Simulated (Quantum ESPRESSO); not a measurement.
# Changing pseudopotentials: PseudoDojo norm-conserving against GBRV, 5 surfaces

How far does the work function move when only the pseudopotential set and its cutoffs are swapped on fixed atoms, and is the shift the same for all surfaces?

Set-up. Quantum ESPRESSO 7.5 (pw.x, pp.x): slabs at the tabulated lattice constant, outer layers relaxed under PBE by Ansatz 0.2.0 (PAW) or by pw.x, 16 to 19 Å of vacuum, cold smearing of 0.02 Ry, SCF threshold 1e-7 Ry, k-spacings of 0.17 to 0.35 Å⁻¹ (2π included); slabs of magnetic metals were started with moments, and † marks those that keep one. The work function is the vacuum level of the electrostatic potential less the Fermi level. Covered slabs use open boundaries (ESM, bc1). The reference is PBE with GBRV ultrasoft files; atoms and mesh stay.

What came out:

| surface | PBE, GBRV (eV) | PBE, PseudoDojo norm-conserving (eV) | shift (eV) | cutoff (Ry), new and old | CPU time, new over old |
| --- | --- | --- | --- | --- | --- |
| Zr(0001), 4 layers + Se on hcp | 5.47 | 5.48 | +0.01 | 78, 40 | 3.1 |
| Ta(110), 5 layers + C on longbridge | 6.05 | 6.07 | +0.02 | 74, 40 | 2.6 |
| Na(110), 5 layers + P on longbridge | 6.14 | 6.13 | −0.01 | 76, 40 | 2.6 |
| Ca(100), 5 layers + P on bridge | 6.18 | 6.19 | 0.00 | 56, 40 | 1.8 |
| Ti(0001), 4 layers + C on hcp | 6.53 | 6.53 | 0.00 | 76, 40 | 2.2 |

**Answer.** The shift runs from −0.01 eV (Na(110), 5 layers + P on longbridge) to +0.02 eV (Ta(110), 5 layers + C on longbridge), with a median of 0.00 eV. It is nearly rigid: all surfaces lie within 0.05 eV of the median. 5 of 5 surfaces move by under 0.03 eV. The new level costs 2.6 times the reference's CPU time in the median.

**Limits.** Rows were grouped by their PBE work function; over all 33 surfaces run at this level the shift spans −0.07 to +0.02 eV. Levels carry 0.01 to 0.02 eV of SCF slack. CPU times come from shared hosts of several kinds and are rough.
